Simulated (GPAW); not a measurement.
# Ni6 on Cu4 001: parallel and opposed starts, part 2 of 2

Wanted: the moments of Ni6 on Cu4 001 and the energy of each order that was tried.

GPAW 26.7.0; PBE; plane waves with GPAW's PAW setups, scalar-relativistic.

So far. Step 2 (Start 1: ferro ++++++): After 62 cycles the largest moment stands at 0.781 μB.

## Step 3: Order 2, typed as ferri +++++-

Reversing part of the moments tests the sign of the couplings between them.

File order2.py:

```python
import json
import numpy as np
from ase import Atoms
from ase.parallel import paropen, parprint
from gpaw import GPAW

atoms = Atoms(['Cu', 'Cu', 'Cu', 'Cu', 'Ni', 'Ni', 'Ni', 'Ni', 'Ni', 'Ni'],
    cell=[[2.556191, 0.0, 0.0],
         [0.0, 2.556191, 0.0],
         [0.0, 0.0, 27.495601]],
    scaled_positions=[[0.0, 0.0, 0.218217],
         [0.5, 0.5, 0.283897],
         [0.0, 0.0, 0.349576],
         [0.5, 0.5, 0.415256],
         [0.0, 0.0, 0.478431],
         [0.5, 0.5, 0.539102],
         [0.0, 0.0, 0.599772],
         [0.5, 0.5, 0.660443],
         [0.0, 0.0, 0.721113],
         [0.5, 0.5, 0.781783]],
    pbc=True,
    magmoms=[0.0, 0.0, 0.0, 0.0, 0.8, 0.8, 0.8, 0.8, 0.8, -0.8])
atoms.calc = GPAW(mode={'name': 'pw', 'ecut': 450},
    xc='PBE',
    kpts={'size': (18, 18, 1), 'gamma': True},
    occupations={'name': 'fermi-dirac', 'width': 0.05},
    convergence={'density': 1e-05, 'energy': 1e-05},
    maxiter=200,
    mixer={'name': 'pulay', 'beta': 0.03, 'nmaxold': 8, 'weight': 100},
    symmetry={'tolerance': 1e-4},
    txt='order2.txt')
e = atoms.get_potential_energy(force_consistent=True)
res = {'free_energy': e, 'energy_sigma0': atoms.get_potential_energy(), 'fermi_energy': atoms.calc.get_fermi_level()}
res['moments'] = atoms.get_magnetic_moments().tolist()
res['total'] = atoms.get_magnetic_moment()
parprint('site moments (muB):', np.round(res['moments'], 3))
parprint(f"total moment: {res['total']:.3f} muB")
parprint(f'free energy: {e:.6f} eV')
atoms.calc.write('order2.gpw')
with paropen('results.json', 'w') as f:
    json.dump(res, f)
```

The run is started by

```
$ OMP_NUM_THREADS=1 mpirun -n 4 gpaw python order2.py > order2.log
```

Numbers of over 12 decimals in the logs are rounded to 6 here.

The log of the run:

```text
site moments (muB): [-0.    -0.    -0.004 -0.003  0.465  0.658  0.697  0.663  0.255 -0.419]
total moment: 2.169 muB
free energy: -56.431221 eV

--- order2.txt ---
Input parameters:
  mode=PW(ecut=450),
  convergence={'density': 1e-05, 'energy': 1e-05},
  kpts=MonkhorstPack(size=(18, 18, 1), gamma=True),
  maxiter=200,
  mixer=Pulay(name='pulay', nmaxold=8, beta=0.03, weight=100, sigma=0.015, g_ss=None),
  occupations=Occupations(name='fermi-dirac', width=0.05),
  symmetry=Symmetry(tolerance=0.0001),
  xc=XC(name='PBE')

Diagonalizing LCAO Hamiltonian
Converting LCAO to pw mode
   .-----.
  /|     |
 * |     |
 | |     |
 | |     |
 | |     |
 | |     |
 | |     |
 | | Ni  |
 | |     |
 | |     |
 Ni|     |
 | |     |
 | | Ni  |
 | |     |
 | |     |
 Ni|     |
 | | Ni  |
 | |     |
 | |     |
 Ni|     |
 | | Cu  |
 | |     |
 | |     |
 Cu|     |
 | | Cu  |
 | |     |
 | |     |
 | |     |
 Cu|     |
 | |     |
 | |     |
 | |     |
 | |     |
 | .-----.
 |/     /
 *-----*

Atoms  # Å, Bohr magnetons
|   | symbol |        x |        y |         z |    initial magnetic moments |
|---|--------|----------|----------|-----------|-----------------------------|
| 0 |     Cu | 0.000000 | 0.000000 |  6.000008 | ( 0.0000,  0.0000,  0.0000) |
| 1 |     Cu | 1.278096 | 1.278096 |  7.805919 | ( 0.0000,  0.0000,  0.0000) |
| 2 |     Cu | 0.000000 | 0.000000 |  9.611802 | ( 0.0000,  0.0000,  0.0000) |
| 3 |     Cu | 1.278096 | 1.278096 | 11.417713 | ( 0.0000,  0.0000,  0.0000) |
| 4 |     Ni | 0.000000 | 0.000000 | 13.154748 | ( 0.0000,  0.0000,  0.8000) |
| 5 |     Ni | 1.278096 | 1.278096 | 14.822933 | ( 0.0000,  0.0000,  0.8000) |
| 6 |     Ni | 0.000000 | 0.000000 | 16.491092 | ( 0.0000,  0.0000,  0.8000) |
| 7 |     Ni | 1.278096 | 1.278096 | 18.159277 | ( 0.0000,  0.0000,  0.8000) |
| 8 |     Ni | 0.000000 | 0.000000 | 19.827435 | ( 0.0000,  0.0000,  0.8000) |
| 9 |     Ni | 1.278096 | 1.278096 | 21.495593 | ( 0.0000,  0.0000, -0.8000) |

Unit cell  # Å
| periodic |        x |        y |         z |   lengths |    angles |
|----------|----------|----------|-----------|-----------|-----------|
|      yes | 2.556191 | 0.000000 |  0.000000 |  2.556191 | 90.000000 |
|      yes | 0.000000 | 2.556191 |  0.000000 |  2.556191 | 90.000000 |
|      yes | 0.000000 | 0.000000 | 27.495601 | 27.495601 | 90.000000 |

Number of symmetries: 8

BZ-sampling:
  Number of BZ points: 324
  Number of IBZ points: 55

  Monkhorst-Pack size: [18, 18, 1]
  Monkhorst-Pack shift: [0.027778, 0.027778, 0.0]

Plane wave coefficients: 3951
Cutoff: 450.000000 eV

Spin-components: 2 (collinear spins)
Bands:           90
Projectors:      60
Spin-degeneracy: 1
Datatype:        complex128

Parallelization:
  kpt:    4
  domain: 1
  band:   1

Density:
  Valence electrons: 140.0
  Components: 2
  Grid points: [ 14  14 135]
  Charge: 0.0  # |e|

Potential:
  Grid points: [ 14  14 135]

[... setups left out ...]
Reference energy: -428293.798048  # eV

eigensolver:
  PPCG
  Converge bands: occupied
  niter=2

density mixing:
  Pulay-Mixer
  Linear mixing parameters: 0.03
  Old densities: 8
  Fourier metric: weight=100, sigma=0.015

occupation numbers:
  Fermi-Dirac:
    width: 0.0500  # eV

poisson solver:
  ecut: 3600.000000  # eV

xc functional:
  name: PBE with 2 nearest neighbor stencil

convergence criteria:
- Maximum integral of absolute [dens]ity change: 1e-05 electrons / valence electron
- Maximum [total energy] change in last 3 cyles: 1e-05 eV / valence electron
- Maximum integral of absolute [eigenst]ate change: 4e-08 eV^2 / valence electron
maximum number of iterations: 200

SCF iterations
|iter     |      energy | eigst |  dens |  magmom |
|---------|-------------|-------|-------|---------|
|iter:   1|       0s |  -85.393410 | +0.57 |       |  +3.2029|
|iter:   2|      17s | -375.115980 | +2.04 | -0.72 |  +3.1130|
|iter:   3|      33s |  -83.333552 | +1.02 | -0.39 |  +3.0960|
|iter:   4|      50s |  -60.043475 | +0.74 | -0.80 |  +3.0934|
|iter:   5|      67s |  -58.929856 | -0.53 | -1.15 |  +3.0560|
|iter:   6|      84s |  -57.638574 | -1.64 | -1.18 |  +3.0562|
|iter:   7|     102s |  -57.006890 | -2.04 | -1.29 |  +3.0337|
|iter:   8|     119s |  -56.342544 | -1.93 | -1.33 |  +2.9858|
|iter:   9|     136s |  -56.245748 | -2.11 | -1.56 |  +2.9375|
|iter:  10|     153s |  -56.169540 | -2.44 | -1.59 |  +2.8908|
[... 118 iterations left out ...]
|iter: 129|    1631s |  -56.369229c| -9.04c| -4.84 |  +2.1670|
|iter: 130|    1638s |  -56.369228c| -8.61c| -4.85 |  +2.1672|
|iter: 131|    1645s |  -56.369224c| -8.14c| -4.86 |  +2.1674|
|iter: 132|    1653s |  -56.369222c| -8.75c| -4.84 |  +2.1675|
|iter: 133|    1660s |  -56.369221c| -8.26c| -4.83 |  +2.1680|
|iter: 134|    1667s |  -56.369222c| -8.46c| -4.89 |  +2.1682|
|iter: 135|    1675s |  -56.369222c| -9.04c| -4.94 |  +2.1683|
|iter: 136|    1682s |  -56.369222c| -8.91c| -4.95 |  +2.1684|
|iter: 137|    1690s |  -56.369221c| -8.76c| -5.00 |  +2.1686|
|iter: 138|    1697s |  -56.369221c| -8.97c| -5.01c|  +2.1686|

Converged in 138 steps
Energy contributions relative to reference atoms: (reference = -428293.798048)

Energy contributions:
  Kinetic:         -12.722367
  Coulomb:          12.338165
  Zero:              1.175024
  External:          0.000000
  Xc:              -57.098044
  Entropy:          -0.123999
  Spinorbit:         0.000000
  ----------------------------
  Free energy:     -56.431221
  Extrapolated:    -56.369221

dipole moment: (-26.784949, -26.784949, -0.046596)  # |e|*Ang

Total magnetic moment: (0.000000, 0.000000, 2.168628)

Local magnetic moments
|        x |        y |         z |
|----------|----------|-----------|
| 0.000000 | 0.000000 | -0.000072 |  # Cu   0
| 0.000000 | 0.000000 | -0.000095 |  # Cu   1
| 0.000000 | 0.000000 | -0.004473 |  # Cu   2
| 0.000000 | 0.000000 | -0.003494 |  # Cu   3
| 0.000000 | 0.000000 |  0.464553 |  # Ni   4
| 0.000000 | 0.000000 |  0.658203 |  # Ni   5
| 0.000000 | 0.000000 |  0.697498 |  # Ni   6
| 0.000000 | 0.000000 |  0.663424 |  # Ni   7
| 0.000000 | 0.000000 |  0.254999 |  # Ni   8
| 0.000000 | 0.000000 | -0.419275 |  # Ni   9

Fermi level: 3.454
Eigenvalues  # (at kpt = [-0.000, -0.000, 0.000])
| band index |      eig [eV] | occ [0-1] |      eig [eV] | occ [0-1] |
|------------|---------------|-----------|---------------|-----------|
|          0 |       -60.688 |     1.000 |       -59.946 |     1.000 |
|        ... |               |           |               |           |
|         65 |         2.478 |     1.000 |         2.872 |     1.000 |
|         66 |         2.572 |     1.000 |         2.908 |     1.000 |
|         67 |         2.701 |     1.000 |         2.936 |     1.000 |
|         68 |         2.848 |     1.000 |         3.061 |     1.000 |
|         69 |         2.893 |     1.000 |         3.167 |     0.997 |
|         70 |         2.893 |     1.000 |         3.354 |     0.881 |
|         71 |         2.937 |     1.000 |         3.354 |     0.881 |
|         72 |         2.950 |     1.000 |         3.370 |     0.844 |
|         73 |         3.465 |     0.448 |         3.504 |     0.271 |
|         74 |         3.465 |     0.448 |         3.755 |     0.002 |
|         75 |         3.504 |     0.271 |         3.755 |     0.002 |
|         76 |         4.000 |     0.000 |         4.048 |     0.000 |
|         77 |         4.892 |     0.000 |         4.928 |     0.000 |
|         78 |         6.191 |     0.000 |         6.172 |     0.000 |
|         79 |         7.925 |     0.000 |         7.930 |     0.000 |
|         80 |         8.699 |     0.000 |         8.717 |     0.000 |
|        ... |               |           |               |           |
|         89 |        17.426 |     0.000 |        17.437 |     0.000 |

No gap
No difference between direct/indirect transitions
```

It took 29 min on 4 MPI ranks of Arm Neoverse V2, shared host; peak memory 1.6 GiB.

Spin moment in the augmentation sphere by atom:

```csv
atom,spin moment in the augmentation sphere (μB)
Cu1,0.000
Cu2,0.000
Cu3,-0.004
Cu4,-0.003
Ni5,0.465
Ni6,0.658
Ni7,0.697
Ni8,0.663
Ni9,0.255
Ni10,-0.419
```

Read from the output:

```yaml
magnetization: 2.169 μB
final_state: ferrimagnetic
```

It lies 22.0 meV a seeded atom over the first start, and its largest moment is 0.697 μB against 0.781 μB.

## Step 4: Ranking

These are free energies at a smearing of 0.05 eV, so its entropy term is in the differences. They are divided by the number of seeded atoms, so that cells of unlike size compare.

Orders:

```csv
start,final state,typed order kept,energy over the lowest (meV a seeded atom),largest site moment (μB),net moment (μB a primitive cell),mesh matched,CPU time (s)
ferro ++++++,ferromagnetic,yes,0,0.7807,3.728,yes,3838
ferri +++++-,ferrimagnetic,yes,22.04,0.6975,2.169,yes,6902
```

## Step 5: Outcome

```yaml
lowest_state_found: ferromagnetic (typed ferro ++++++)
largest_site_moment: 0.781 μB
next_state: ferrimagnetic, 22.0 meV a seeded atom higher
```

In words: The lowest state found is ferromagnetic, reached from the start ferro ++++++, with moments up to 0.781 μB. The next state costs 22 meV a seeded atom. This is the lowest of 2 finished starts, no proof of the ground state.

[Logs and program files are shortened in this print: banners, set-up blocks, solver, clock and traceback lines can be left out without a mark of their own.]

[Logs are printed without paths, hosts, clocks, repeated set-up lines and the standing remarks that a program may print on its own settings, such as how far it seeks lower states.]

[Hosts, paths, dates, database ids (printed as entryN), source tags and the programs' standing remarks are cut or masked in the printed files.]

[Where a cell is said to come from a database of computed structures, the database is the Materials Project.]
